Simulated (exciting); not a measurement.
The O K edge of atom 3 in LuTlO2, space group R-3m, with 3 Lu at 2.25 Å (pyramidal, site symmetry 3m), was computed at 2 levels: exchange and screened direct term (singlet BSE) and independent particles. Common settings: exciting, all-electron LAPW+lo, LDA, 3×3×3 shifted k points, 29 conduction bands, |G+q| up to 3 bohr⁻¹, full RPA screening with nempty = 54, Lorentzian half width 0.45 eV.

Energy from the Kohn–Sham onset, core level to the lowest empty state found on the meshes used; all runs on one relative scale:

```
E (eV)  run 1  run 2
  -4.0   0.03   0.01
  -3.5   0.03   0.02
  -3.0   0.04   0.02
  -2.5   0.05   0.02
  -2.0   0.07   0.03
  -1.5   0.10   0.03
  -1.0   0.20   0.05
  -0.5   0.48   0.08
   0.0   0.51   0.16
   0.5   0.39   0.31
   1.0   0.46   0.26
   1.5   0.61   0.23
   2.0   0.82   0.28
   2.5   0.98   0.35
   3.0   1.03   0.46
   3.5   0.99   0.55
   4.0   0.77   0.67
   4.5   0.59   0.80
   5.0   0.57   0.66
   5.5   0.58   0.57
   6.0   0.59   0.53
   6.5   0.55   0.48
   7.0   0.64   0.44
   7.5   0.89   0.39
   8.0   1.10   0.47
   8.5   1.12   0.58
   9.0   0.75   0.89
   9.5   0.57   1.19
  10.0   0.51   1.10
  10.5   0.41   0.92
  11.0   0.38   0.70
  11.5   0.36   0.62
  12.0   0.30   0.57
  12.5   0.24   0.47
  13.0   0.28   0.32
  13.5   0.33   0.33
  14.0   0.31   0.38
  14.5   0.31   0.36
  15.0   0.33   0.35
  15.5   0.37   0.37
  16.0   0.43   0.40
  16.5   0.44   0.47
  17.0   0.36   0.56
  17.5   0.29   0.51
  18.0   0.25   0.42
  18.5   0.25   0.37
  19.0   0.22   0.36
  19.5   0.21   0.32
  20.0   0.21   0.30
  20.5   0.21   0.28
  21.0   0.23   0.28
  21.5   0.23   0.30
  22.0   0.25   0.31
  22.5   0.25   0.33
  23.0   0.24   0.35
  23.5   0.21   0.35
```

**Question.** Which run is which, and why?

Run 1: exchange and screened direct term (singlet BSE); highest local maximum in the window at 8.3 eV. Run 2: independent particles; highest local maximum in the window at 9.5 eV. The attractive direct term pulls weight down: the curves pass 0.17 at -1.1 and 0.1 eV in the order of the runs. Fine structure above the first lines is partly noise of the 27-point mesh.

[Banner, clock and machine lines of the logs are left out without a mark of their own.]

[Logs are printed without paths, hosts, clocks, repeated set-up lines and the standing remarks that a program may print on its own settings, such as how far it seeks lower states.]

[Hosts, paths, dates, database ids (printed as entryN), source tags and the programs' standing remarks are cut or masked in the printed files.]
